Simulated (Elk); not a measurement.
An input for Elk 11.2.3 (patched build) (CdTe (F-43m)):

```
tasks
  0

xctype
  20

rgkmax
  8.5

gmaxvr
  18.0

lmaxapw
  10

lmaxo
  8

nxlo
  2

lorbcnd
  .true.

autolinengy
  .true.

tshift
  .false.

ngridk
  6 6 6

swidth
  0.0005

maxscl
  80

sppath
  './'

avec
  0.0000000000 6.1227126438 6.1227126438
  6.1227126438 0.0000000000 6.1227126438
  6.1227126438 6.1227126438 0.0000000000

atoms
  2
  'Cd.in'
  1
  0.0000000000 0.0000000000 0.0000000000
  'Te.in'
  1
  0.2500000000 0.2500000000 0.2500000000
```

```sh
OMP_NUM_THREADS=4 elk > log
```

Question: Estimate wall time and host memory on 4 threads of Arm Neoverse V1, shared host.

It took 23 s; on shared hardware allow 12 s to 46 s. Peak host memory was 0.22 GiB.

[Paths, hosts, dates, memory and timing lines, banners, echoed tables and standing remarks are left out of the program output.]

[Logs are printed without paths, hosts, clocks, repeated set-up lines and the standing remarks that a program may print on its own settings, such as how far it seeks lower states.]

[Runs of the session that timed out or met a known fault of the program may be left out.]

[Hosts, paths, dates, database ids (printed as entryN), source tags and the programs' standing remarks are cut or masked in the printed files.]
